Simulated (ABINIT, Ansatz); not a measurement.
## H6PbCNCl3 (Pm): changed settings of a GW run in ABINIT

Aim: change inputs of a GW run on H6PbCNCl3 (Pm) and see what moves.

Main program and level: ABINIT 10.8.3; PBEsol and many-body steps on it, plane waves.

Report form: the programs' logs are mostly left out.

### Step 1. Set-up

Symmetry: Pm, No. 6, monoclinic system. The conventional cell has a = 5.753 Å, b = 5.765 Å, c = 5.855 Å, α = 90.00°, β = 90.03°, γ = 90.00°. Nearest to H lie 1 C at 1.09 Å. H has 1 N at 1.04 Å nearest. Nearest to H lie 1 N at 1.04 Å. Pb has 6 Cl at 2.88 to 2.99 Å nearest. C has 3 H at 1.09 Å and 1 N at 1.49 Å nearest. Farther neighbours and most contacts between anions are not listed.

The cell and positions are those that the Materials Project relaxed with its own functionals (PBE, PBE+U or r2SCAN), kept fixed. Spin-orbit coupling is left out unless a step names it.

### Step 2. Screening, 2×2×2 mesh, 265 bands, screening to 141.5 eV

This step: ABINIT 10.8.3; RPA screening on PBEsol, plane waves, norm-conserving pseudopotentials.

The RPA dielectric matrix is built and inverted for each q.

Contents of run.abi:

```
acell 3*1.0 Angstrom
rprim 
  5.752832000000 0.000000000000 0.000000000000
  0.000000000000 5.764671000000 0.000000000000
  -0.002604000000 0.000000000000 5.855201000000
ntypat 5
znucl 1 82 6 7 17
natom 12
typat 1 1 1 1 1 1 2 3 4 5 5 5
xred 
  0.879476000000 0.500000000000 0.790423000000
  0.813252000000 0.344072000000 0.047387000000
  0.813252000000 0.655928000000 0.047387000000
  0.229661000000 0.354316000000 0.978538000000
  0.229661000000 0.645684000000 0.978538000000
  0.170957000000 0.500000000000 0.216412000000
  0.473988000000 0.000000000000 0.483874000000
  0.894268000000 0.500000000000 0.976848000000
  0.144932000000 0.500000000000 0.040731000000
  0.427891000000 0.000000000000 0.975558000000
  0.429192000000 0.500000000000 0.520036000000
  0.971826000000 0.000000000000 0.439660000000
pp_dirpath "pseudos"
pseudos "H.upf, Pb.upf, C.upf, N.upf, Cl.upf"
ecut 37
ngkpt 2 2 2
nshiftk 1
shiftk 0 0 0
kptopt 1
chksymbreak 0
istwfk *1
occopt 1
irdwfk 1
optdriver 3
nband 265
ecuteps 5.2
inclvkb 2
awtr 1
symchi 1
indata_prefix "in"
outdata_prefix "out"
tmpdata_prefix "tmp"
```

Command:

```sh
$ OMP_NUM_THREADS=1 mpirun -n 16 abinit run.abi > log
```

Elapsed: 4 min, on 16 MPI ranks of Intel Xeon Platinum 8259CL at 2.50GHz (Skylake/Cascade Lake), shared host; peak memory 13 GiB; 63 min of CPU time.

Numbers from this step:

- ε∞ with local fields, on this mesh, along the program's q direction: 4.876
- the same without local fields: 5.595
- plasma frequency: 20.29 eV
- plane waves in the screening matrix: 739

Local fields lower ε∞ by 13 %. On a Γ-centred mesh this coarse the value itself is usually too large, while a short band sum pulls it down.

### Step 3. Base

The self-energy is evaluated for the states that the input lists, and the levels follow from it, in one-shot runs by the linearised quasiparticle equation.

This step: G0W0 on PBEsol, plane waves, norm-conserving pseudopotentials.

Changes to run.abi since step 2:

```diff
@@ -33,8 +33,17 @@
 irdwfk 1
-optdriver 3
+optdriver 4
 nband 265
+gwcalctyp 0
+ecutsigx 37
+symsigma 1
+nkptgw 2
+kptgw 
+  0.5000000000 0.5000000000 0.5000000000
+  0.0000000000 0.0000000000 0.0000000000
+bdgw 
+  28 31
+  28 31
 ecuteps 5.2
-inclvkb 2
-awtr 1
-symchi 1
+irdscr 1
+ppmodel 1
 indata_prefix "in"
```

Run time: 42 s. Hardware: 16 MPI ranks; peak memory 9.6 GiB.

This step gave:

* G0W0 gap on the points computed: 4.105 eV
* starting gap on the mesh: 2.463 eV
* k of the valence top: 0.5, 0.5, 0.5
* k of the conduction bottom: 0.5, 0.5, 0.5
* Z at the valence top: 0.79
* Z at the conduction bottom: 0.821
* least direct G0W0 gap on the computed points: 4.105 eV

The gap on the mesh goes from 2.46 eV to 4.10 eV, a correction of +1.64 eV.

### Step 4. Screening cutoff above the file's

Changes to run.abi since step 3:

```diff
@@ -45,3 +45,3 @@
   28 31
-ecuteps 5.2
+ecuteps 20.8
 irdscr 1
```

Run time: 43 s. Hardware: 16 MPI ranks; peak memory 9.6 GiB.

The run ended normally, though the input holds a fault or crude settings.

The fault put into this input: screening cutoff above the file's. It printed a gap of 4.10 eV, the value of the sound run: the program fell back on what its files hold, so an unchanged gap is no proof of convergence.

### Step 5. The runs together

Times are wall times on 16 MPI ranks of Intel Xeon Platinum 8259CL at 2.50GHz (Skylake/Cascade Lake), shared host, good to a factor of about two. A run's time includes the screening step that it read.

| run | mesh | bands | screening cutoff (eV) | DFT gap (eV) | gap on the mesh (eV) | direct (eV) | ε∞ used | time |
| --- | --- | --- | --- | --- | --- | --- | --- | --- |
| base | 2×2×2 | 265 | 141.5 | 2.463 | 4.105 | 4.105 | 4.88 | 4.7 min |

### Step 6. Summary of results

```json
{"base": "4.105 eV", "known limits": "not at the basis limit; no spin-orbit coupling; coarse k mesh"}
```

**Reading.** Bands and cutoff are finite, so the gap is not at the basis limit. The miss can reach some tenths of an eV and take either sign; the mesh is an error of its own. In the G0W0 run levels were corrected at 2 k points alone, so a gap called «on the mesh» is the least over those, and an edge elsewhere would be missed. The 2×2×2 mesh is coarse for this cell, which bears on the long-range parts of exchange and screening. Where an edge is built on 6p states of lead, bismuth or thallium, scalar-relativistic gaps usually stand too wide, by a few tenths to over one eV. The many-body steps are scalar-relativistic: spin-orbit coupling is not in them.

[Paths, hosts, dates, memory and timing lines, banners, echoed tables and standing remarks are left out of the program output.]

[Logs are printed without paths, hosts, clocks, repeated set-up lines and the standing remarks that a program may print on its own settings, such as how far it seeks lower states.]

[Runs of the session that timed out or met a known fault of the program may be left out.]

[Hosts, paths, dates, database ids (printed as entryN), source tags and the programs' standing remarks are cut or masked in the printed files.]

[G0W0 gaps are taken among the corrected bands and points alone; a level outside them can change the order at an edge.]

[Where Ansatz stands beside ABINIT at settings called matched, ABINIT's density can come from a denser mesh and the files from another edition; pairs whose starting gaps differed by over 0.03 eV were left out, so agreement reads better than it is.]
